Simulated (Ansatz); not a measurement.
**Formation energy and levels of the antisite K_Be in KLuBeF6 (P2_1/m)**

Wanted: the transition levels of a antisite in KLuBeF6 (P2_1/m), from a cell of 72 host atoms with 1 Be taken out and 1 K put in.

Calculated with Ansatz 0.2.0; place-levels on PBEsol runs: charge-transition levels and formation energies with image-charge correction and potential alignment at the atomic sites.

Report form: the programs' logs are mostly left out.

## Step 1: The structure

The cell holds 72 atoms: 9 K, 8 Lu, 7 Be and 48 F. Cell: a = 12.445 Å, b = 9.289 Å, c = 12.445 Å, α = 110.7°, β = 125.4°, γ = 102.2°. It derives from KLuBeF6 (space group P2_1/m). Nearest the centre at fractional (0.394, 0.654, 0.509): K22 at 0.00 Å, F46 at 1.53 Å, F30 at 1.56 Å, F34 at 1.56 Å, F70 at 1.56 Å, F28 at 3.22 Å, F38 at 3.22 Å, K4 at 3.31 Å.

The host's dielectric constants go in as inputs: (2.22, 2.28, 2.23) for the electrons alone, principal values (7.38, 8.19, 8.59) with the ions, from a response run on this crystal (DFPT, PBEsol) at that run's own cell.

The cell's shortest repeat is 9.3 Å.

## Step 2: What was run first

Levels follow from differences of total energies between charge states, each relaxed by itself.

Each atom starts 0.05 Å or so off its site in a random direction: a symmetric start keeps its symmetry, and would miss off-centre moves and Jahn–Teller distortions. Forces are taken at one point at (¼, ¼, ¼). The cell holds 1 electron more than the neutral one, with a uniform background that keeps it neutral on the whole.

The sampling was tested on the host first: at the k-points planned (1x1x1 shifted 0.25 0.25 0.25) its energy lies 0.000 eV an atom from the dense-mesh value, under the bound of 0.02 eV set for this test; that bounds the host's error, not the defect's.

One of the inputs; charge, spin and start change from state to state.

qm1.relax/input.yaml

```yaml
crystal:
  lattice:
    - [-9.03303097, 5.70833172, 6.38007801]
    - [3.5995583, -5.70833172, 6.38332365]
    - [9.03303097, 5.70833172, -6.38007801]
  atoms:
    - { symbol: K, position: [0.27262887, 0.36309454, 0.84046567] }
    - { symbol: K, position: [0.27262887, 0.86309454, 0.34046567] }
[... 1 atom line left out ...]
    - { symbol: K, position: [0.77262887, 0.86309454, 0.84046567] }
[... 1 atom line left out ...]
    - { symbol: K, position: [0.22737113, 0.63690546, 0.65953433] }
[... 2 atom lines left out ...]
    - { symbol: Lu, position: [0.4641028, 0.39469752, 0.68059472] }
[... 1 atom line left out ...]
    - { symbol: Lu, position: [0.9641028, 0.39469752, 0.18059472] }
[... 3 atom lines left out ...]
    - { symbol: Lu, position: [0.5358972, 0.10530248, 0.81940528] }
    - { symbol: Lu, position: [0.5358972, 0.60530248, 0.31940528] }
[... 5 atom lines left out ...]
    - { symbol: Be, position: [0.39417261, 0.65361795, 0.50944534] }
[... 5 atom lines left out ...]
    - { symbol: F, position: [0.56323747, 0.9130758, 0.88105973] }
[... 1 atom line left out ...]
    - { symbol: F, position: [0.43676253, 0.5869242, 0.61894027] }
[... 3 atom lines left out ...]
    - { symbol: F, position: [0.21798393, 0.5869242, 0.40016168] }
[... 3 atom lines left out ...]
    - { symbol: F, position: [0.28201607, 0.9130758, 0.59983832] }
[... 2 atom lines left out ...]
    - { symbol: F, position: [0.07760853, 0.42376658, 0.09615804] }
[... 1 atom line left out ...]
    - { symbol: F, position: [0.57760853, 0.42376658, 0.59615804] }
[... 2 atom lines left out ...]
    - { symbol: F, position: [0.42239147, 0.57623342, 0.40384196] }
[... 2 atom lines left out ...]
    - { symbol: F, position: [0.26852945, 0.1787444, 0.41190196] }
[... 6 atom lines left out ...]
    - { symbol: F, position: [0.73147055, 0.8212556, 0.58809804] }
[... 1 atom line left out ...]
    - { symbol: F, position: [0.48315757, 0.8212556, 0.33978505] }
[... 2 atom lines left out ...]
    - { symbol: F, position: [0.01684243, 0.1787444, 0.16021495] }
[... 8 atom lines left out ...]
    - { symbol: F, position: [0.49641824, 0.8677335, 0.62131526] }
[... 1 atom line left out ...]
    - { symbol: F, position: [0.99641824, 0.8677335, 0.12131526] }
  supercell: [1, 1, 1]
  defects: [{ substitution: { at: 21, symbol: K } }]
total_charge: -1
basis:
  ecutwfc: 420
  xc_grid: 2
hamiltonian:
  xc: pbesol
kpoints:
  mp_grid: { grid: [1, 1, 1], shift: [0.25, 0.25, 0.25] }
scf:
  occupations: { method: fixed }
  max_iter: 100
output:
  forces: true
  charged_corrections:
    epsilon: [2.22, 2.28, 2.23]
    static_epsilon: [[7.77, 0.0, 0.57], [0.0, 8.19, 0.0], [0.57, 0.0, 8.2]]
relax:
  f_tol: 0.02
  max_steps: 80
  random_displacement: { amplitude: 0.05, seed: 447 }
checkpoint:
  write: "../qm1.relax.run"
  compress: false
  write_wavefunctions: true
  write_every: 100000
```

The run is started by

```bash
ansatz run input.yaml --threads 4 --pin off --max-ram 7536MiB --backend cpu --events-out ev --progress --plain --runs-dir out
```

Defect states can disperse in a cell of this size, so the energy is taken again at a 2×2×2 shifted mesh, on the relaxed structure.

The run of this state that the levels use, under PBEsol:

qm1.point/input.yaml

```yaml
crystal:
  checkpoint: "../qm1.relax.run"
  host: checkpoint
total_charge: -1
basis:
  ecutwfc: 420
  xc_grid: 2
hamiltonian:
  xc: pbesol
kpoints:
  mp_grid: { grid: [2, 2, 2], shift: [0.5, 0.5, 0.5] }
scf:
  occupations: { method: fermi_dirac, width: 0.01 }
  max_iter: 100
output:
  forces: true
  eigenvalues: true
  charged_corrections:
    epsilon: [2.22, 2.28, 2.23]
    static_epsilon: [[7.77, 0.0, 0.57], [0.0, 8.19, 0.0], [0.57, 0.0, 8.2]]
    defect_position: [0.394173, 0.653618, 0.509445]
  eigenstates: { localisation: true }
  populations: true
  band_densities: [{ bands: [v1, v1] }, { bands: [c1, c1] }]
  write_density: true
  write_potential: true
  volumetric_format: npy
  elf: true
checkpoint:
  read: "../qm1.relax.run"
  write: "../qm1.point.run"
  compress: false
  write_wavefunctions: false
  write_every: 100000
```

Relaxations under PBEsol at one point at (¼, ¼, ¼); times on 4 threads of Intel Xeon 6975P-C (Granite Rapids), shared host:

| charge | moment (μB) | occupations | outcome | steps | largest displacement against the far atoms (Å) | time |
| --- | --- | --- | --- | --- | --- | --- |
| −1 | 0 | fixed | converged | 13 | 1.80 | 2.4 min |
| 0 | 1 | fixed | converged | 15 | 1.46 | 9.3 min |

Single points under PBEsol at a 2×2×2 shifted mesh; times on 4 threads of Intel Xeon 6975P-C (Granite Rapids), shared host:

| charge | moment (μB) | occupations | outcome | time |
| --- | --- | --- | --- | --- |
| −1 | 0 | fermi-dirac | converged | 75 s |
| 0 | 1 | fermi-dirac | converged | 3.9 min |

Distances (Å) from K22 to the nearest atoms after relaxation with PBEsol:

| charge | moment (μB) | 1. | 2. | 3. | 4. | 5. | 6. |
| --- | --- | --- | --- | --- | --- | --- | --- |
| −1 | 0 | F 2.33 | F 2.33 | F 2.35 | F 2.40 | F 2.89 | F 2.89 |
| 0 | 1 | F 2.33 | F 2.33 | F 2.35 | F 2.45 | F 2.60 | F 2.74 |

## Step 3: Placing the levels, PBEsol

A charged cell interacts with its images and the background, and its potential has another zero than the host's. place-levels removes the first by a point-charge model, screened by the static dielectric constant since the ions have relaxed around the charge, and the second by comparing potentials at atoms far from the defect.

The host is a run of the defect-free crystal in the same cutoffs, grids and k-points, so that basis and sampling errors cancel in part in the differences. Its band edges come from a run of the primitive cell that searches the zone for them. Chemical potentials are energies per atom of Be (hcp) and K (bcc), run with the same functional and cutoff.

levels.point.yaml

```yaml
host:
  run: host.point.run
  levels_from: { run: edges.point.run }
states: [qm1.point.run, q0_M1.point.run]
geometry_from:
  qm1.point.run: qm1.relax.run
  q0_M1.point.run: q0_M1.relax.run
  host.point.run: host.relax.run
chemical_potentials:
  Be:
    energy: -90.352386
    dataset: <sha256 of the dataset>
  K:
    energy: -1516.029766
    dataset: <sha256 of the dataset>
epsilon: [2.22, 2.28, 2.23]
static_epsilon:
  - [7.77, 0.0, 0.57]
  - [0.0, 8.19, 0.0]
  - [0.57, 0.0, 8.2]
vertical:
  - { from: qm1.point.run, to: qm1.point_neutral.run }
```

The run is started by

```bash
ansatz place-levels levels.point.yaml -- --threads 4 --pin off --max-ram 7536MiB
```

Elapsed: 0.23 s, on 4 threads of Intel Xeon 6975P-C (Granite Rapids), shared host.

Under PBEsol the gap is 7.09 eV, (0/−1) 0.43 eV.

Levels between the charges placed, in eV above the valence top:

|  | gap (eV) | (0/−1) |
| --- | --- | --- |
| PBEsol | 7.09 | 0.43 |

Corrections by state:

| charge | moment (μB) | image terms and alignment (eV) | band filling (eV) | ε used | over the lowest of its charge, as the program ranks them, band filling apart (eV) |
| --- | --- | --- | --- | --- | --- |
| 0 | 1.0 | 0.000 | - | - | 0.000 |
| −1 | 0.0 | 0.042 | - | principal values (7.38, 8.19, 8.59) | 0.000 |

The charged structures listed were also run neutral, and place-levels reads from each pair, by the potential or the spins, how wide the charge is by which they differ; that can be the carrier of either run.

| charge | rms radius (Å) | spread where it is widest against the cell (Å) | wide from (Å) | reading |
| --- | --- | --- | --- | --- |
| −1 | 3.8 | 2.66 | 1.41 | wide |

The neutral runs of these pairs need not share the spin of the lowest neutral state, and very wide values only mean spread over the cell.

From the program's caveats on the states, each cut to its opening words:

- charge −1: it parts from the run at its places by a charge that spreads by about 2.7 Å along one vector (1.4 Å or more is wide), by its potential at epsilon [2.22, 2.28, [...]
- charge −1: its alignment with the host at atomic sites is doubtful: the mean over the far sites moves by +0.0662 eV from their farther parts to their nearer, more than [...]

Chemical potentials of the elements' reference phases, run alike. Formation energy by charge state (elemental references; gap 7.09 eV):

| charge | at valence top (eV) | at conduction bottom (eV) | correction included (eV) |
| --- | --- | --- | --- |
| 0 | 6.63 | 6.63 | 0.00 |
| −1 | 7.06 | -0.03 | 0.04 |

```tsv
Fermi level (eV)	lowest formation energy (eV)
0.00	6.63
0.64	6.41
1.29	5.77
1.93	5.12
2.58	4.48
3.22	3.84
3.87	3.19
4.51	2.54
5.16	1.90
5.80	1.25
6.45	0.61
7.09	-0.03
```

## Step 4: The same at the relaxations' own k-points

The relaxations' own energies give the levels at their sampling, for comparison.

levels.relax_mesh.yaml

```yaml
host:
  run: host.relax.run
  levels_from: { run: edges.relax.run }
states: [qm1.relax.run, q0_M1.relax.run]
chemical_potentials:
  Be:
    energy: -90.352386
    dataset: <sha256 of the dataset>
  K:
    energy: -1516.029766
    dataset: <sha256 of the dataset>
```

The run is started by

```bash
ansatz place-levels levels.relax_mesh.yaml -- --threads 4 --pin off --max-ram 7536MiB
```

Elapsed: 0.1 s, on 4 threads.

Levels between neighbouring charges, in eV above the valence top:

|  | gap (eV) | (0/−1) |
| --- | --- | --- |
| one point at (¼, ¼, ¼) | 7.09 | 0.42 |
| a 2×2×2 shifted mesh | 7.09 | 0.43 |

Going from one point at (¼, ¼, ¼) to a 2×2×2 shifted mesh moves the levels that carry no band-filling term by up to 0.01 eV and formation energies against the elements by up to 0.01 eV.

## Step 5: Placing the levels, r2SCAN

r2SCAN on the same structure is run to see how far the result rests on the functional, though not on the errors that semilocal functionals share; the sampling changes too, to one point at (¼, ¼, ¼), so differences hold both changes.

qm1.r2scan/input.yaml, as its differences from qm1.point/input.yaml of step 2:

```diff
@@ -5,8 +5,8 @@
 basis:
-  ecutwfc: 420
+  ecutwfc: 500
   xc_grid: 2
 hamiltonian:
-  xc: pbesol
+  xc: r2scan
 kpoints:
-  mp_grid: { grid: [2, 2, 2], shift: [0.5, 0.5, 0.5] }
+  mp_grid: { grid: [1, 1, 1], shift: [0.25, 0.25, 0.25] }
 scf:
@@ -29,4 +29,3 @@
 checkpoint:
-  read: "../qm1.relax.run"
-  write: "../qm1.point.run"
+  write: "../qm1.r2scan.run"
   compress: false
```

Wall time 30 s (4 threads); peak memory 2.9 GiB; 1.8 min of CPU time.

levels.r2scan.yaml

```yaml
host:
  run: host.r2scan.run
  levels_from: { run: edges.r2scan.run }
states: [qm1.r2scan.run, q0_M1.r2scan.run]
geometry_from:
  qm1.r2scan.run: qm1.relax.run
  q0_M1.r2scan.run: q0_M1.relax.run
  host.r2scan.run: host.relax.run
chemical_potentials:
  Be:
    energy: -93.339207
    dataset: <sha256 of the dataset>
  K:
    energy: -1542.480493
    dataset: <sha256 of the dataset>
```

The run is started by

```bash
ansatz place-levels levels.r2scan.yaml -- --threads 4 --pin off --max-ram 7536MiB
```

It took 0.15 s on 4 threads.

Under r2SCAN the gap is 7.77 eV, (0/−1) 0.27 eV.

## Step 6: Another choice

The levels are placed again with one choice changed, to see how much they rest on it.

levels.try0.yaml is levels.point.yaml with these lines changed:

```diff
-epsilon: [2.22, 2.28, 2.23]
-static_epsilon:
-  - [7.77, 0.0, 0.57]
-  - [0.0, 8.19, 0.0]
-  - [0.57, 0.0, 8.2]
+epsilon: 500.0
+static_epsilon: 500.0
```

The run is started by

```bash
ansatz place-levels levels.try0.yaml -- --threads 4 --pin off --max-ram 7536MiB
```

The change: a very large dielectric constant, which removes the point-charge term and changes the alignment.

Levels in eV above the valence top; the changed ones are not the defect's:

|  | gap (eV) | (0/−1) |
| --- | --- | --- |
| changed | 7.09 | 0.28 |
| as set up | 7.09 | 0.43 |

The largest shift is 0.15 eV.

## Step 7: Side by side

Levels between neighbouring charges, in eV above each run's own valence top:

|  | gap (eV) | (0/−1) | CPU time a state at this stage (restarts are quicker than cold starts) |
| --- | --- | --- | --- |
| PBEsol, 2×2×2 shifted mesh | 7.09 | 0.43 | 10 min |
| r2SCAN on PBEsol structures, (¼, ¼, ¼) | 7.77 | 0.27 | 6.3 min |

## Step 8: Summary of results

- gap of the host: 7.09 eV (PBEsol)
- level (0/minus 1): 0.43 eV above the valence top
- lowest of the charges placed, just above the valence top (0.02 eV): 0
- lowest of the charges placed, just below the conduction bottom (0.02 eV): −1
- lowest formation energy at mid-gap of the charges run, elemental references: 3.51 eV

Of the charges placed (−1 and 0), the lowest changes at 0.43 eV (0/−1) above the valence top, in a gap of 7.09 eV. Charges above 0 and below −1 were not placed, so these runs say nothing of levels that involve them. States placed: 0 at 1 μB; −1 at 0 μB. Other spin states or structures, where not listed, weren't placed. At charge −1 and 0 the atom put in ends up to 0.9 Å from its starting place, so the name tells the start alone and the levels can join different sites. Going from one point at (¼, ¼, ¼) to a 2×2×2 shifted mesh moves the levels that carry no band-filling term by up to 0.01 eV and formation energies against the elements by up to 0.01 eV. The program doubts the alignment of potentials for at least one state, a sign that the cell is small. Keep in mind: PBEsol makes the gap too small and tends to spread out bound carriers; where a gas molecule sets a chemical potential or the host's formation energy, its binding is uncorrected; spin–orbit coupling, which can matter with heavy atoms, is left out.

[Logs are printed without paths, hosts, clocks, repeated set-up lines and the standing remarks that a program may print on its own settings, such as how far it seeks lower states.]

[Hosts, paths, dates, database ids (printed as entryN), source tags and the programs' standing remarks are cut or masked in the printed files.]

[Where a table of states has a column of steps, it counts the stored structures, which are thinned; the runs took as many ionic steps or more.]

[A defect's name tells the site on which it was built; relaxed atoms can leave that site.]

[For some hosts the program warned that the k-mesh of the response run may be too coarse for force constants and the static dielectric constant; such warnings are not shown here.]
